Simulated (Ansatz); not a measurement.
# What KSrCl3 (model cell, started as cubic perovskite with Sr in the octahedra) distorts into

Wanted: the energy along a soft mode of KSrCl3 (model cell, started as cubic perovskite with Sr in the octahedra) and the structure at the end.

Method: DFT PBEsol, scalar-relativistic, plane waves, PAW; PAW set soft_1, in Ansatz 0.2.0.

Report form: the programs' logs are mostly left out.

The structure was built from a prototype and need not be the compound's stable phase.

### 1. Starting point

Symmetry: Pm-3m, No. 221, cubic system. Conventional cell: a = 5.585 Å, b = 5.585 Å, c = 5.585 Å, α = 90.00°, β = 90.00°, γ = 90.00°. Nearest to K lie 12 Cl at 3.95 Å. Sr has 6 Cl at 2.79 Å nearest. Cl has 2 Sr at 2.79 Å and 4 K at 3.95 Å nearest. Farther neighbours and most contacts between anions are not listed.

### 2. Response at finite wavevector

The cell comes from relaxations at this level that are not shown. Stability and thermal properties need the whole zone. Linear response on a 2×2×2 q mesh gives force constants as far as a supercell of that size would, and the tensors from the zone-centre run are typed in so that the long-range dipole term is interpolated apart.

input.yaml

```yaml
crystal:
  lattice:
    - [5.5845481721, 0.0, 0.0]
    - [0.0, 5.5845481721, 0.0]
    - [0.0, 0.0, 5.5845481721]
  atoms:
    - { symbol: K, position: [0.0, 0.0, 0.0] }
    - { symbol: Sr, position: [0.5, 0.5, 0.5] }
    - { symbol: Cl, position: [0.5, 0.5, 0.0] }
    - { symbol: Cl, position: [0.5, 0.0, 0.5] }
    - { symbol: Cl, position: [0.0, 0.5, 0.5] }
kpoints:
  mp_grid: { grid: [4, 4, 4] }
hamiltonian:
  xc: pbesol
  pseudopotentials: { kind: paw, azcp: { folder: soft_1 }, xc_functional: pbe }
scf:
  occupations: { method: fixed }
output:
  eigenvalues: true
phonons:
  method: dfpt
  qmesh: [2, 2, 2]
  temperatures: { t_max: 1000, t_step: 50 }
  qpath:
    path:
      - [[0.0, 0.0, 0.0], [0.0, 0.5, 0.0], [0.5, 0.5, 0.0], [0.0, 0.0, 0.0], [0.5, 0.5, 0.5], [0.0, 0.5, 0.0]]
      - [[0.5, 0.5, 0.5], [0.5, 0.5, 0.0]]
    npoints: 10
  non_analytic_term:
    high_frequency_dielectric_tensor: [[2.4577, 0.0, 0.0], [0.0, 2.4577, 0.0], [0.0, 0.0, 2.4577]]
    born_effective_charges:
      - { species: K, tensor: [[1.2709, 0.0, 0.0], [0.0, 1.2709, 0.0], [0.0, 0.0, 1.2709]] }
      - { species: Sr, tensor: [[2.3821, 0.0, 0.0], [0.0, 2.3821, 0.0], [0.0, 0.0, 2.3821]] }
      - { species: Cl, tensor: [[-0.8663, 0.0, 0.0], [0.0, -0.8663, 0.0], [0.0, 0.0, -1.9205]] }
      - { species: Cl, tensor: [[-0.8663, 0.0, 0.0], [0.0, -1.9205, 0.0], [0.0, 0.0, -0.8663]] }
      - { species: Cl, tensor: [[-1.9205, 0.0, 0.0], [0.0, -0.8663, 0.0], [0.0, 0.0, -0.8663]] }
    source: "zone-centre run at this cell"
```

Command:

```
$ ansatz run input.yaml --threads 4 --pin off --max-ram 16384MiB --backend cpu --events-out ev --progress --plain --runs-dir out
```

Wall time 76 s (4 threads of Arm Neoverse V1, shared host); peak memory 0.76 GiB.

Numbers from this step:

| Item | Value |
| --- | --- |
| gap on the k-mesh | 4.461 eV |
| volume per atom | 34.83 Å³ |
| sum-rule residual before enforcement | 1.26e-4 eV/Å² |
| lowest frequency on the path | -67.20 cm⁻¹ |
| point group | m-3m |
| highest frequency on the path or at a solved wavevector | 287.8 cm⁻¹ |
| highest optical mode at the zone centre (no LO-TO term) | 250.2 cm⁻¹ |
| lowest optical zone-centre mode | -65.77 cm⁻¹ |
| lowest mode on the q mesh (acoustic modes at Γ apart) | -66.73 cm⁻¹ |

Frequencies (cm⁻¹) solved at each irreducible wavevector; negative means imaginary. Frequencies by wavevector, by row:

| q in reciprocal lattice units | star | mode 1 | mode 2 | mode 3 | mode 4 | mode 13 | mode 14 | mode 15 |
| --- | --- | --- | --- | --- | --- | --- | --- | --- |
| 0 0 0 | 1 | -65.8 | -65.8 | -65.8 | -33.5 | 250.2 | 250.2 | 250.2 |
| 0 0 -0.5 | 3 | -59 | -59 | -32 | -32 | 249.9 | 249.9 | 259.4 |
| 0 -0.5 -0.5 | 3 | -66.4 | -64.5 | -64.5 | -42.7 | 229.5 | 249.6 | 266 |
| -0.5 -0.5 -0.5 | 1 | -66.7 | -66.7 | -66.7 | -62.7 | 229.2 | 229.2 | 271.8 |

Interpolated from a 2×2×2 q mesh, with the LO-TO term (at Γ the limit along the path; where Γ stands inside the path, tables give the limit on arrival). The phonon branches at the labelled points (cm⁻¹):

```csv
point,branch 1,branch 2,branch 3,branch 4,branch 12,branch 13,branch 14,branch 15
Γ,-66,-66,-34,-34,92,250,250,288
halfway,-63,-63,-30,-30,124,250,250,277
X,-59,-59,-32,-32,166,250,250,259
halfway,-65,-53,-51,-51,164,237,250,268
M,-66,-64,-64,-43,163,230,250,266
halfway,-66,-59,-46,-39,124,241,250,277
Γ,-66,-66,-34,-34,92,250,250,288
halfway,-63,-63,-50,-38,125,241,241,278
R,-67,-67,-67,-63,158,229,229,272
halfway,-63,-60,-56,-53,162,235,242,273
X,-59,-59,-32,-32,166,250,250,259
jump to R,-67,-67,-67,-63,158,229,229,272
halfway,-67,-64,-64,-55,161,229,239,272
M,-66,-64,-64,-43,163,230,250,266
```

Symmetry leaves 4 wavevectors to solve. The lowest mode among them, the acoustic zeros apart, lies at q = (-0.5, -0.5, -0.5) and is imaginary, 66.7i cm⁻¹, so the energy falls along it.

### 3. The mode frozen in, largest atomic shift 0 Å

The mode followed lies at q = (-0.5, -0.5, -0.5) with frequency 66.7i cm⁻¹ and is 3-fold degenerate, the softest among the wavevectors solved. At small amplitude the distorted cell has space group no. 74 by a symmetry search on the positions. The undistorted cell that holds it gives the zero of energy on the same k mesh.

System of this step: KSrCl3 (model cell, started as cubic perovskite with Sr in the octahedra). The structure is cubic, space group Pm-3m (No. 221). Conventional cell: a = 5.585 Å, b = 5.585 Å, c = 5.585 Å, α = 90.00°, β = 90.00°, γ = 90.00°. Nearest to K lie 12 Cl at 3.95 Å. Nearest to Sr lie 6 Cl at 2.79 Å. Cl has 2 Sr at 2.79 Å and 4 K at 3.95 Å nearest. Farther neighbours and most contacts between anions are not listed.

input.yaml

```yaml
crystal:
  lattice:
    - [5.5845481721, 5.5845481721, 0.0]
    - [5.5845481721, 0.0, 5.5845481721]
    - [5.5845481721, 0.0, -5.5845481721]
  atoms:
    - { symbol: K, position: [0.0, 0.0, 0.0] }
    - { symbol: K, position: [0.0, 0.5, 0.5] }
    - { symbol: Sr, position: [0.5, 0.25, 0.75] }
    - { symbol: Sr, position: [0.5, 0.75, 0.25] }
    - { symbol: Cl, position: [0.5, 0.0, 0.0] }
    - { symbol: Cl, position: [0.5, 0.5, 0.5] }
    - { symbol: Cl, position: [0.0, 0.5, 0.0] }
    - { symbol: Cl, position: [0.0, 0.0, 0.5] }
    - { symbol: Cl, position: [0.5, 0.0, 0.5] }
    - { symbol: Cl, position: [0.5, 0.5, 0.0] }
kpoints:
  mp_grid: { grid: [4, 4, 4] }
hamiltonian:
  xc: pbesol
  pseudopotentials: { kind: paw, azcp: { folder: soft_1 }, xc_functional: pbe }
scf:
  occupations: { method: gaussian, width: 0.02 }
output:
  forces: true
  stress: true
  eigenvalues: true
```

Elapsed: 3.3 s, on 4 threads; peak memory 0.74 GiB.

Numbers from this step:

```
pressure                         : -0.001958 GPa
energy from the undistorted cell : 0 meV/atom
```

At this level the gap is 4.46 eV on the k-mesh of the self-consistent run, which can miss the band edges.

### 4. The mode frozen in, largest atomic shift 0.6 Å

The atoms are moved along the unstable eigenvector, the largest shift by 0.6 Å, with the cell fixed.

input.yaml, the sections that differ from step 3:

```yaml
crystal:
  lattice:
    - [5.5845481721, 5.5845481721, 0.0]
    - [5.5845481721, 0.0, 5.5845481721]
    - [5.5845481721, 0.0, -5.5845481721]
  atoms:
    - { symbol: K, position: [0.0, 0.0, 0.0] }
    - { symbol: K, position: [0.0, 0.5, 0.5] }
    - { symbol: Sr, position: [0.5, 0.25, 0.75] }
    - { symbol: Sr, position: [0.5, 0.75, 0.25] }
    - { symbol: Cl, position: [0.4240289356, 0.0759710644, 0.0759710644] }
    - { symbol: Cl, position: [0.5759710644, 0.4240289356, 0.4240289356] }
    - { symbol: Cl, position: [0.0, 0.5379855322, -0.0379855322] }
    - { symbol: Cl, position: [0.0, -0.0379855322, 0.5379855322] }
    - { symbol: Cl, position: [0.5, -0.0379855322, 0.5379855322] }
    - { symbol: Cl, position: [0.5, 0.5379855322, -0.0379855322] }
# kpoints, hamiltonian, scf, output: as in step 3
```

It took 7.2 s on 4 threads; peak memory 0.83 GiB; 28 s of CPU time.

Numbers from this step:

| Item | Value |
| --- | --- |
| pressure | -0.7494 GPa |
| gap on the k-mesh | 4.658 eV |
| energy from the undistorted cell | -32.62 meV/atom |

The energy, extrapolated to zero smearing, is -32.62 meV/atom against the undistorted cell.

The run ends at a pressure of -0.75 GPa, with forces up to 0.17 eV/Å.

### 5. Energy along the mode, all amplitudes (two of the runs are shown above)

An imaginary frequency means negative curvature, so the energy should fall and then rise again as anharmonic terms take over.

This step gave:

```yaml
depth_at_the_lowest_point_sampled: 32.62 meV/atom
largest_atomic_shift_at_that_point: 0.6 Å
```

Table of energy from the parent by largest atomic shift:

```csv
largest atomic shift (Å),energy from the parent (meV/atom)
0.000,0
0.040,-0.185
0.080,-0.739
0.140,-2.25
0.220,-5.44
0.320,-11.1
0.450,-20.6
0.600,-32.6
```

Displacement at unit largest shift by atom:

```
atom   x (Å)   y (Å)   z (Å)   size
  K1   0.000   0.000   0.000  0.000
  K2   0.000   0.000   0.000  0.000
 Sr3   0.000   0.000   0.000  0.000
 Sr4   0.000   0.000   0.000  0.000
 Cl5   0.707  -0.707   0.000  1.000
 Cl6  -0.707   0.707   0.000  1.000
 Cl7   0.000   0.000   0.707  0.707
 Cl8   0.000   0.000  -0.707  0.707
 Cl9   0.000   0.000  -0.707  0.707
Cl10   0.000   0.000   0.707  0.707
```

The lowest of the steps tried is the last one, at 0.6 Å, 32.6 meV/atom below the parent; the bottom of the well need not coincide with a step.

### 6. Relaxing from the distorted cell

Starting from the lowest point found, all atoms and the cell are let go, so that strain and other modes of the same symmetry can join in.

input.yaml: that of step 4 with these lines changed.

```diff
@@ -22,3 +22,3 @@
 scf:
-  occupations: { method: gaussian, width: 0.02 }
+  occupations: { method: fixed }
 output:
@@ -27 +27,6 @@
   eigenvalues: true
+relax:
+  adjacent_minimum: "off"
+  f_tol: 0.002
+  max_steps: 120
+  cell: { stress_tol: 0.03 }
```

Run time: 49 s. Hardware: 4 threads; peak memory 0.85 GiB.

Step by step:

```
step  energy less that of the first step (eV)  largest force component (eV/Å)  pressure (GPa)  volume (Å³)
   1                                   0.0000                          0.1598           -0.75       348.33
   2                                  -0.1006                          0.1675           -0.53       341.32
   3                                  -0.3360                          0.1330           -0.20       327.21
   4                                  -0.4146                          0.1004            0.22       316.17
   5                                  -0.4298                          0.0275            0.02       320.35
   6                                  -0.4314                          0.0157           -0.03       320.17
   7                                  -0.4319                          0.0015            0.00       319.98
  8*                                  -0.4315                          0.0014            0.00       319.98
```

Relaxation steps marked * repeat the geometry before them on a plane-wave basis chosen anew for their cell, so energy and pressure can jump there.

Forces are held to the 8 operations that the run works with; a distortion that breaks them can't arise in this run.

```csv
"conventional cell, symmetrised",before,after,change
a (Å),7.898,7.789,-1.4 %
b (Å),11.169,10.758,-3.7 %
c (Å),7.898,7.637,-3.3 %
volume (Å³/atom),34.83,32.00,-8.1 %
```

The atoms that moved most (Å, as changes of fractional coordinates times the final cell):

| atom | dx | dy | dz | length |
| --- | --- | --- | --- | --- |
| Cl6 | -0.293 | 0.293 | 0.000 | 0.415 |
| Cl5 | 0.293 | -0.293 | 0.000 | 0.415 |
| Cl8 | 0.000 | 0.000 | -0.385 | 0.385 |
| Cl9 | 0.000 | 0.000 | -0.385 | 0.385 |
| Cl10 | 0.000 | 0.000 | 0.385 | 0.385 |
| Cl7 | 0.000 | 0.000 | 0.385 | 0.385 |
| K2 | 0.186 | -0.186 | 0.000 | 0.263 |
| K1 | -0.186 | 0.186 | 0.000 | 0.263 |

Final coordinates:

```cif
data_structure
_symmetry_space_group_name_H-M 'P 1'
_symmetry_Int_Tables_number 1
_cell_length_a 7.7893
_cell_length_b 7.6605
_cell_length_c 7.6605
_cell_angle_alpha 89.205
_cell_angle_beta 59.442
_cell_angle_gamma 59.442
_cell_volume 319.98
loop_
_atom_site_label
_atom_site_type_symbol
_atom_site_fract_x
_atom_site_fract_y
_atom_site_fract_z
_atom_site_occupancy
K1 K 0.03438 0.96562 0.96562 1
K2 K 0.96562 0.53438 0.53438 1
Sr3 Sr 0.50000 0.25000 0.75000 1
Sr4 Sr 0.50000 0.75000 0.25000 1
Cl5 Cl 0.36972 0.13028 0.13028 1
Cl6 Cl 0.63028 0.36972 0.36972 1
Cl7 Cl 0.00000 0.57377 0.92623 1
Cl8 Cl 0.00000 0.92623 0.57377 1
Cl9 Cl 0.50000 0.92623 0.57377 1
Cl10 Cl 0.50000 0.57377 0.92623 1
```

This step gave:

```
pressure          : -0.004961 GPa
gap on the k-mesh : 5.043 eV
volume per atom   : 32.00 Å³
```

The distorted start has space group Imma; the relaxation ends in Imma.

### 7. The new phase in its own primitive cell

The relaxed structure is symmetrised, reduced to its primitive cell and relaxed tightly, as its phonons need.

input.yaml, the sections that differ from step 6:

```yaml
crystal:
  lattice:
    - [-3.894657674, 5.379063748, 3.8184403291]
    - [3.894657674, -5.379063748, 3.8184403291]
    - [3.894657674, 5.379063748, -3.8184403291]
  atoms:
    - { symbol: K, position: [0.7156177185, 0.9656177185, 0.75] }
    - { symbol: K, position: [0.2843822815, 0.0343822815, 0.25] }
    - { symbol: Sr, position: [0.5, 0.5, 0.0] }
    - { symbol: Sr, position: [0.0, 0.5, 0.5] }
    - { symbol: Cl, position: [0.8802790825, 0.6302790825, 0.25] }
    - { symbol: Cl, position: [0.1197209175, 0.3697209175, 0.75] }
    - { symbol: Cl, position: [0.6762328212, 0.0, 0.1762328212] }
    - { symbol: Cl, position: [0.3237671788, 0.0, 0.8237671788] }
    - { symbol: Cl, position: [0.3237671788, 0.5, 0.3237671788] }
    - { symbol: Cl, position: [0.6762328212, 0.5, 0.6762328212] }
relax:
  adjacent_minimum: "off"
  f_tol: 0.001
  max_steps: 60
  cell: { stress_tol: 0.01 }
# kpoints, hamiltonian, scf, output: as in step 6
```

Run time: 23 s. Hardware: 4 threads; peak memory 0.81 GiB; 91 s of CPU time.

Little changed from the start: no atom moved by 0.005 Å and no cell edge by 0.1 %.

Numbers from this step:

| Item | Value |
| --- | --- |
| pressure | -5.77e-4 GPa |
| volume per atom | 31.99 Å³ |
| direct gap on mesh | 5.043 eV |

The largest force component left is 0.29 meV/Å and the pressure is -0.001 GPa, within the tolerances set. The cell now holds 31.99 Å³/atom.

(Part 1 of 2 ends here.)

[Logs are printed without paths, hosts, clocks, repeated set-up lines and the standing remarks that a program may print on its own settings, such as how far it seeks lower states.]

[Hosts, paths, dates, database ids (printed as entryN), source tags and the programs' standing remarks are cut or masked in the printed files.]
